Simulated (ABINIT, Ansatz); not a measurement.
# KCaF3 (Pm-3m): changed settings of a GW run in ABINIT

Aim: change inputs of a GW run on KCaF3 (Pm-3m) and see what moves.

Program: ABINIT 10.8.3. Level of theory: PBEsol and many-body steps on it, plane waves. Results are calculated unless marked as measured.

### 1. Starting point

Symmetry: Pm-3m, No. 221, cubic system. Conventional cell: a = 4.482 Å, b = 4.482 Å, c = 4.482 Å, α = 90.00°, β = 90.00°, γ = 90.00°. Nearest to K lie 12 F at 3.17 Å. Ca has 6 F at 2.24 Å nearest. Nearest to F lie 2 Ca at 2.24 Å and 4 K at 3.17 Å. Farther neighbours and most contacts between anions are not listed.

The cell and positions are those that the Materials Project relaxed with its own functionals (PBE, PBE+U or r2SCAN), kept fixed.

### 2. Screening, 2×2×2 mesh, 79 bands, screening to 114.3 eV

This step: ABINIT 10.8.3; RPA screening on PBEsol, plane waves, norm-conserving pseudopotentials.

The RPA dielectric matrix is built and inverted for each q.

The input, run.abi:

```
acell 3*1.0 Angstrom
rprim 
  4.481726000000 0.000000000000 0.000000000000
  0.000000000000 4.481726000000 0.000000000000
  0.000000000000 0.000000000000 4.481726000000
ntypat 3
znucl 19 20 9
natom 5
typat 1 2 3 3 3
xred 
  0.500000000000 0.500000000000 0.500000000000
  0.000000000000 0.000000000000 0.000000000000
  0.000000000000 0.500000000000 0.000000000000
  0.000000000000 0.000000000000 0.500000000000
  0.500000000000 0.000000000000 0.000000000000
pp_dirpath "pseudos"
pseudos "K.upf, Ca.upf, F.upf"
ecut 36
ngkpt 2 2 2
nshiftk 1
shiftk 0 0 0
kptopt 1
chksymbreak 0
istwfk *1
occopt 1
irdwfk 1
optdriver 3
nband 79
ecuteps 4.2
inclvkb 2
awtr 1
symchi 1
indata_prefix "in"
outdata_prefix "out"
tmpdata_prefix "tmp"
```

On the command line:

```sh
> OMP_NUM_THREADS=1 mpirun -n 4 abinit run.abi > log
```

Log:

```text
.Version 10.8.3 of ABINIT. v10.8.2 released Aug 2026.

 Symmetries : space group Pm -3 m (#221); Bravais cP (primitive cubic)
[... echo of the input left out ...]
== DATASET  1 ==================================================================
-   mpi_nproc: 4, omp_nthreads: 1 (-1 if OMP is not activated)

--- !DatasetInfo
iteration_state: {dtset: 1, }
dimensions: {natom: 5, nkpt: 4, mband: 79, nsppol: 1, nspinor: 1, nspden: 1, mpw: 6302, }
cutoff_energies: {ecut:  36.0, pawecutdg:  -1.0, }
electrons: {nelect:   4.00000000E+01, charge:   0.00000000E+00, occopt:   1.00000000E+00, tsmear:   1.00000000E-02, }

 SCREENING: Calculation of the susceptibility and dielectric matrices

 Based on a program developped by R.W. Godby, V. Olevano, G. Onida, and L. Reining.
 Incorporated in ABINIT by V. Olevano, G.-M. Rignanese, and M. Torrent.
.Using double precision arithmetic ; gwpc =  8

[... cell and pseudopotentials left out ...]
--------------------------------------------------------------------------------

 ==== K-mesh for the wavefunctions ====
 Number of points in the irreducible wedge :     4
[... list of points left out ...]
 Together with 48 symmetry operations and time-reversal symmetry
 yields     8 points in the full Brillouin Zone.

 ==== Q-mesh for the screening function ====
 Number of points in the irreducible wedge :     4
[... list of points left out ...]
 Together with 48 symmetry operations and time-reversal symmetry
 yields     8 points in the full Brillouin Zone.

 setmesh: FFT mesh size selected  =    32x   32x   32
          total number of points  =        32768

 vcoul_init : cutoff-mode = AUXILIARY_FUNCTION
 q-points for optical limit:   1
     1)      0.000010    0.000020    0.000030

- screening: taking advantage of time-reversal symmetry
- Maximum band index for partially occupied states nbvw = 20
- Remaining bands to be divided among processors   nbcw = 59
- Number of bands treated by each node ~14

 Number of electrons calculated from density =   40.0000; Expected =   40.0000
 average of density, n =  0.065846
 r_s =    1.5362
 omega_plasma =   24.7525 [eV]

 calculating chi0 at frequencies [eV] :
  1    0.000000E+00    0.000000E+00
  2    0.000000E+00    2.475252E+01

--------------------------------------------------------------------------------
  q-point number  1        q = ( 0.000000, 0.000000, 0.000000) [r.l.u.]
--------------------------------------------------------------------------------
[... chi0 elements left out ...]
 For q-point:  0.000010 0.000020 0.000030
  dielectric constant =   2.0007
  dielectric constant without local fields =   2.1593

  Average fulfillment of the sum rule on Im[epsilon] for q-point    1 :     38.80  [%]
[... wings left out ...]
  q-point number  2        q = ( 0.500000, 0.000000, 0.000000) [r.l.u.]
--------------------------------------------------------------------------------
[... chi0 elements left out ...]
  Average fulfillment of the sum rule on Im[epsilon] for q-point    2 :     46.25  [%]

 [... 2 further q-points ...]
```

Run time: 11 s. Hardware: 4 MPI ranks of Arm Neoverse V2, shared host; peak memory 0.83 GiB; 42 s of CPU time.

This step gave:

```yaml
eps_infinity_with_local_fields_on_this_mesh_along_the_program_s_q_direction: 2.001
the_same_without_local_fields: 2.159
plasma_frequency: 24.75 eV
plane_waves_in_the_screening_matrix: 251
```

Local fields lower ε∞ by 7 %. On a Γ-centred mesh this coarse the value itself is usually too large, while a short band sum pulls it down.

### 3. Base

The self-energy is evaluated for the states that the input lists, and the levels follow from it, in one-shot runs by the linearised quasiparticle equation.

This step: G0W0 on PBEsol, plane waves, norm-conserving pseudopotentials.

Changes to run.abi since step 2:

```diff
@@ -26,8 +26,17 @@
 irdwfk 1
-optdriver 3
+optdriver 4
 nband 79
+gwcalctyp 0
+ecutsigx 36
+symsigma 1
+nkptgw 2
+kptgw 
+  0.5000000000 0.5000000000 0.5000000000
+  0.0000000000 0.0000000000 0.0000000000
+bdgw 
+  18 23
+  18 24
 ecuteps 4.2
-inclvkb 2
-awtr 1
-symchi 1
+irdscr 1
+ppmodel 1
 indata_prefix "in"
```

Log:

```text
.Version 10.8.3 of ABINIT. v10.8.2 released Aug 2026.

 Symmetries : space group Pm -3 m (#221); Bravais cP (primitive cubic)
[... echo of the input left out ...]
== DATASET  1 ==================================================================
-   mpi_nproc: 4, omp_nthreads: 1 (-1 if OMP is not activated)

--- !DatasetInfo
iteration_state: {dtset: 1, }
dimensions: {natom: 5, nkpt: 4, mband: 79, nsppol: 1, nspinor: 1, nspden: 1, mpw: 6302, }
cutoff_energies: {ecut:  36.0, pawecutdg:  -1.0, }
electrons: {nelect:   4.00000000E+01, charge:   0.00000000E+00, occopt:   1.00000000E+00, tsmear:   1.00000000E-02, }

 SIGMA: Calculation of the GW corrections

 Based on a program developped by R.W. Godby, V. Olevano, G. Onida, and L. Reining.
 Incorporated in ABINIT by V. Olevano, G.-M. Rignanese, and M. Torrent.
.Using double precision arithmetic ; gwpc =  8

[... cell and pseudopotentials left out ...]
--------------------------------------------------------------------------------

 ==== K-mesh for the wavefunctions ====
 Number of points in the irreducible wedge :     4
[... list of points left out ...]
 Together with 48 symmetry operations and time-reversal symmetry
 yields     8 points in the full Brillouin Zone.

 ==== Q-mesh for screening function ====
 Number of points in the irreducible wedge :     4
[... list of points left out ...]
 Together with 48 symmetry operations and time-reversal symmetry
 yields     8 points in the full Brillouin Zone.

 vcoul_init : cutoff-mode = AUXILIARY_FUNCTION
 q-points for optical limit:   1
     1)      0.000010    0.000020    0.000030
 setmesh: FFT mesh size selected  =    45x   45x   45
          total number of points  =        91125

 Number of electrons calculated from density =   40.0000; Expected =   40.0000
 average of density, n =  0.065846
 r_s =    1.5362
 omega_plasma =   24.7525 [eV]

 === KS Band Gaps ===
  >>>> For spin  1
   Minimum direct gap =   6.2372 [eV], located at k-point      :   0.0000  0.0000  0.0000
   Fundamental gap    =   6.0567 [eV], Top of valence bands at :   0.5000  0.5000  0.5000
                                       Bottom of conduction at :   0.0000  0.0000  0.0000
 SIGMA fundamental parameters:
 PLASMON POLE MODEL  1
 number of plane-waves for SigmaX                 6235
 number of plane-waves for SigmaC and W            251
 number of plane-waves for wavefunctions          6235
 number of bands                                    79
 number of independent spin polarizations            1
 number of spinorial components                      1
 number of k-points in IBZ                           4
 number of q-points in IBZ                           4
 number of symmetry operations                      48
 number of k-points in BZ                            8
 number of q-points in BZ                            8
 number of frequencies for dSigma/dE                 9
 frequency step for dSigma/dE [eV]                0.25
 number of omega for Sigma on real axis              0
 max omega for Sigma on real axis  [eV]           0.00
 zcut for avoiding poles [eV]                     0.10

 EPSILON^-1 parameters (SCR file):
 dimension of the eps^-1 matrix on file            251
 dimension of the eps^-1 matrix used               251
 number of plane-waves for wavefunctions          6235
 number of bands                                    79
 number of q-points in IBZ                           4
 number of frequencies                               2
 number of real frequencies                          1
 number of imag frequencies                          1

 matrix elements of self-energy operator (all in [eV])

 Perturbative Calculation

--- !SelfEnergy_ee
iteration_state: {dtset: 1, }
kpoint     : [   0.500,    0.500,    0.500, ]
spin       : 1
KS_gap     :    9.665
QP_gap     :   14.220
Delta_QP_KS:    4.555
data: !SigmaeeData |
     Band     E0 <VxcDFT>   SigX SigC(E0)      Z dSigC/dE  Sig(E)    E-E0       E
       18  -0.452 -22.095 -29.579   5.069   0.806  -0.240 -24.043  -1.948  -2.400
       19  -0.452 -22.095 -29.579   5.069   0.806  -0.240 -24.043  -1.948  -2.400
       20  -0.452 -22.095 -29.579   5.069   0.806  -0.240 -24.043  -1.948  -2.400
       21   9.213  -9.943  -4.578  -2.456   0.896  -0.116  -7.337   2.607  11.820
       22   9.213  -9.943  -4.578  -2.456   0.896  -0.116  -7.337   2.607  11.820
       23   9.213  -9.943  -4.578  -2.456   0.896  -0.116  -7.337   2.607  11.820

--- !SelfEnergy_ee
iteration_state: {dtset: 1, }
kpoint     : [   0.000,    0.000,    0.000, ]
spin       : 1
KS_gap     :    6.237
QP_gap     :    9.739
Delta_QP_KS:    3.502
data: !SigmaeeData |
     Band     E0 <VxcDFT>   SigX SigC(E0)      Z dSigC/dE  Sig(E)    E-E0       E
[...]
22   8.376 -12.906  -6.207  -2.764   0.883  -0.132  -9.430   3.475  11.851
       23   8.376 -12.906  -6.207  -2.764   0.883  -0.132  -9.430   3.475  11.851
       24   8.376 -12.906  -6.207  -2.764   0.883  -0.132  -9.430   3.475  11.851

== END DATASET(S) ==============================================================
================================================================================

 -outvars: echo values of variables after computation  --------
           etotal      0.0000000000E+00
            nband          79
             nkpt           4
          spgroup         221
 [... the other variables as echoed above ...]

 Calculation completed.
```

The job ended after 6.2 s (4 MPI ranks; peak memory 0.76 GiB; 24 s of CPU time).

This step gave:

```yaml
g0w0_gap_on_the_points_computed: 9.529 eV
starting_gap_on_the_mesh: 6.057 eV
k_of_the_valence_top: 0.5, 0.5, 0.5
k_of_the_conduction_bottom: 0, 0, 0
z_at_the_valence_top: 0.806
z_at_the_conduction_bottom: 0.899
least_direct_g0w0_gap_on_the_computed_points: 9.739 eV
```

The gap on the mesh goes from 6.06 eV to 9.53 eV, a correction of +3.47 eV.

### 4. Fewer bands in the self-energy

Changes to run.abi since step 3:

```diff
@@ -27,3 +27,3 @@
 optdriver 4
-nband 79
+nband 26
 gwcalctyp 0
```

Log:

```text
.Version 10.8.3 of ABINIT. v10.8.2 released Aug 2026.

 Symmetries : space group Pm -3 m (#221); Bravais cP (primitive cubic)
[... echo of the input left out ...]
== DATASET  1 ==================================================================
-   mpi_nproc: 4, omp_nthreads: 1 (-1 if OMP is not activated)

--- !DatasetInfo
iteration_state: {dtset: 1, }
dimensions: {natom: 5, nkpt: 4, mband: 26, nsppol: 1, nspinor: 1, nspden: 1, mpw: 6302, }
cutoff_energies: {ecut:  36.0, pawecutdg:  -1.0, }
electrons: {nelect:   4.00000000E+01, charge:   0.00000000E+00, occopt:   1.00000000E+00, tsmear:   1.00000000E-02, }

 SIGMA: Calculation of the GW corrections

 Based on a program developped by R.W. Godby, V. Olevano, G. Onida, and L. Reining.
 Incorporated in ABINIT by V. Olevano, G.-M. Rignanese, and M. Torrent.
.Using double precision arithmetic ; gwpc =  8

[... cell and pseudopotentials left out ...]
--------------------------------------------------------------------------------

 ==== K-mesh for the wavefunctions ====
 Number of points in the irreducible wedge :     4
[... list of points left out ...]
 Together with 48 symmetry operations and time-reversal symmetry
 yields     8 points in the full Brillouin Zone.

 ==== Q-mesh for screening function ====
 Number of points in the irreducible wedge :     4
[... list of points left out ...]
 Together with 48 symmetry operations and time-reversal symmetry
 yields     8 points in the full Brillouin Zone.

 vcoul_init : cutoff-mode = AUXILIARY_FUNCTION
 q-points for optical limit:   1
     1)      0.000010    0.000020    0.000030
 setmesh: FFT mesh size selected  =    45x   45x   45
          total number of points  =        91125

 Number of electrons calculated from density =   40.0000; Expected =   40.0000
[...]
number of omega for Sigma on real axis              0
 max omega for Sigma on real axis  [eV]           0.00
 zcut for avoiding poles [eV]                     0.10

 EPSILON^-1 parameters (SCR file):
 dimension of the eps^-1 matrix on file            251
 dimension of the eps^-1 matrix used               251
 number of plane-waves for wavefunctions          6235
 number of bands                                    79
 number of q-points in IBZ                           4
 number of frequencies                               2
 number of real frequencies                          1
 number of imag frequencies                          1

 matrix elements of self-energy operator (all in [eV])

 Perturbative Calculation

--- !SelfEnergy_ee
iteration_state: {dtset: 1, }
kpoint     : [   0.500,    0.500,    0.500, ]
spin       : 1
KS_gap     :    9.665
QP_gap     :   15.220
Delta_QP_KS:    5.555
data: !SigmaeeData |
     Band     E0 <VxcDFT>   SigX SigC(E0)      Z dSigC/dE  Sig(E)    E-E0       E
       18  -0.452 -22.095 -29.579   5.585   0.813  -0.230 -23.638  -1.543  -1.996
       19  -0.452 -22.095 -29.579   5.585   0.813  -0.230 -23.638  -1.543  -1.996
       20  -0.452 -22.095 -29.579   5.585   0.813  -0.230 -23.638  -1.543  -1.996
[...]
--- !SelfEnergy_ee
iteration_state: {dtset: 1, }
kpoint     : [   0.000,    0.000,    0.000, ]
spin       : 1
KS_gap     :    6.237
QP_gap     :   10.032
Delta_QP_KS:    3.795
data: !SigmaeeData |
     Band     E0 <VxcDFT>   SigX SigC(E0)      Z dSigC/dE  Sig(E)    E-E0       E
[...]
23   8.376 -12.906  -6.207  -1.620   0.907  -0.103  -8.299   4.606  12.982
       24   8.376 -12.906  -6.207  -1.620   0.907  -0.103  -8.299   4.606  12.982

== END DATASET(S) ==============================================================
================================================================================

 -outvars: echo values of variables after computation  --------
           etotal      0.0000000000E+00
            nband          26
             nkpt           4
          spgroup         221
 [... the other variables as echoed above ...]

 Calculation completed.
```

Wall time 4.4 s (4 MPI ranks); peak memory 0.72 GiB.

This step gave:

| Property | Result |
| --- | --- |
| G0W0 gap on the points computed | 9.946 eV |
| starting gap on the mesh | 6.057 eV |
| k of the valence top | 0.5, 0.5, 0.5 |
| k of the conduction bottom | 0, 0, 0 |
| Z at the valence top | 0.813 |
| Z at the conduction bottom | 0.916 |
| least direct G0W0 gap on the computed points | 10.03 eV |

### 5. Contour deformation on a plasmon-pole file

Changes to run.abi since step 4:

```diff
@@ -27,4 +27,4 @@
 optdriver 4
-nband 26
-gwcalctyp 0
+nband 79
+gwcalctyp 2
 ecutsigx 36
@@ -40,3 +40,2 @@
 irdscr 1
-ppmodel 1
 indata_prefix "in"
```

Log:

```text
.Version 10.8.3 of ABINIT. v10.8.2 released Aug 2026.

 Symmetries : space group Pm -3 m (#221); Bravais cP (primitive cubic)
================================================================================
 Values of the parameters that define the memory need of the present run
     intxc =       0    ionmov =       0      iscf =       7    lmnmax =       6
     lnmax =       6     mgfft =      48  mpssoang =       3    mqgrid =    3001
     natom =       5  nloc_mem =       1    nspden =       1   nspinor =       1
    nsppol =       1      nsym =      48    n1xccc =    2501    ntypat =       3
    occopt =       1   xclevel =       2
-    mband =          79        mffmem =           1         mkmem =           1
       mpw =        6302          nfft =      110592          nkpt =           4
================================================================================
  Rough estimation (10% accuracy) of disk space for files :
================================================================================

--------------------------------------------------------------------------------
------------- Echo of variables that govern the present computation ------------
--------------------------------------------------------------------------------
 -outvars: echo values of preprocessed input variables --------
            acell      1.8897261259E+00  1.8897261259E+00  1.8897261259E+00 Bohr

             bdgw          18      23      18      24
      chksymbreak           0
             ecut      3.60000000E+01 Hartree
          ecuteps      4.20000000E+00 Hartree
         ecutsigx      3.60000000E+01 Hartree
          ecutwfn      3.60000000E+01 Hartree
-          fftalg         312
        gwcalctyp           2
           irdscr           1
[...]
setmesh: FFT mesh size selected  =    45x   45x   45
          total number of points  =        91125

 Number of electrons calculated from density =   40.0000; Expected =   40.0000
 average of density, n =  0.065846
 r_s =    1.5362
 omega_plasma =   24.7525 [eV]

 === KS Band Gaps ===
  >>>> For spin  1
   Minimum direct gap =   6.2372 [eV], located at k-point      :   0.0000  0.0000  0.0000
   Fundamental gap    =   6.0567 [eV], Top of valence bands at :   0.5000  0.5000  0.5000
                                       Bottom of conduction at :   0.0000  0.0000  0.0000
 SIGMA fundamental parameters:
 CONTOUR DEFORMATION
 number of plane-waves for SigmaX                 6235
 number of plane-waves for SigmaC and W            251
 number of plane-waves for wavefunctions          6235
 number of bands                                    79
 number of independent spin polarizations            1
 number of spinorial components                      1
 number of k-points in IBZ                           4
 number of q-points in IBZ                           4
 number of symmetry operations                      48
 number of k-points in BZ                            8
 number of q-points in BZ                            8
 number of frequencies for dSigma/dE                 9
 frequency step for dSigma/dE [eV]                0.25
 number of omega for Sigma on real axis              0
 max omega for Sigma on real axis  [eV]           0.00
 zcut for avoiding poles [eV]                     0.10

 EPSILON^-1 parameters (SCR file):
 dimension of the eps^-1 matrix on file            251
 dimension of the eps^-1 matrix used               251
 number of plane-waves for wavefunctions          6235
 number of bands                                    79
 number of q-points in IBZ                           4
 number of frequencies                               2
 number of real frequencies                          1
 number of imag frequencies                          1

 matrix elements of self-energy operator (all in [eV])

 Perturbative Calculation

--- !ERROR
message: |
    Fatal error

--- !ERROR
message: |
    Fatal error

--- from the log ---
Fatal error
```

Run time: 3.4 s. Hardware: 4 MPI ranks; peak memory 0.68 GiB.

The run stopped with an error after 3.4 s.

The fault put into this input: contour deformation on a plasmon-pole file.

### 6. Side by side

Times are wall times on 4 MPI ranks of Arm Neoverse V2, shared host, good to a factor of about two. A run's time includes the screening step that it read.

| run | mesh | bands | screening cutoff (eV) | DFT gap (eV) | gap on the mesh (eV) | direct (eV) | ε∞ used | time |
| --- | --- | --- | --- | --- | --- | --- | --- | --- |
| base | 2×2×2 | 79 | 114.3 | 6.057 | 9.529 | 9.739 | 2.00 | 17 s |
| fewer bands in the self-energy | 2×2×2 | 26 | 114.3 | 6.057 | 9.946 | 10.033 | 2.00 | 15 s |

### 7. Results

```yaml
base: 9.529 eV
fewer_bands_in_the_self_energy: 9.946 eV
known_limits: not at the basis limit; coarse k mesh
```

In words: Fewer bands in the self-energy: +0.417 eV against base (keys changed: nband). Bands and cutoff are finite, so the gap is not at the basis limit. The miss can reach some tenths of an eV and take either sign; the mesh is an error of its own. In the G0W0 runs levels were corrected at 2 k points alone, so a gap called «on the mesh» is the least over those, and an edge elsewhere would be missed. The 2×2×2 mesh is coarse for this cell, which bears on the long-range parts of exchange and screening. This is the ideal cubic cell; many perovskites, halides above all, are cubic only on average, and local tilts or off-centring can widen the gap.

[Paths, hosts, dates, memory and timing lines, banners, echoed tables and standing remarks are left out of the program output.]

[Logs are printed without paths, hosts, clocks, repeated set-up lines and the standing remarks that a program may print on its own settings, such as how far it seeks lower states.]

[Runs of the session that timed out or met a known fault of the program may be left out.]

[Hosts, paths, dates, database ids (printed as entryN), source tags and the programs' standing remarks are cut or masked in the printed files.]

[G0W0 gaps are taken among the corrected bands and points alone; a level outside them can change the order at an edge.]

[Where Ansatz stands beside ABINIT at settings called matched, ABINIT's density can come from a denser mesh and the files from another edition; pairs whose starting gaps differed by over 0.03 eV were left out, so agreement reads better than it is.]
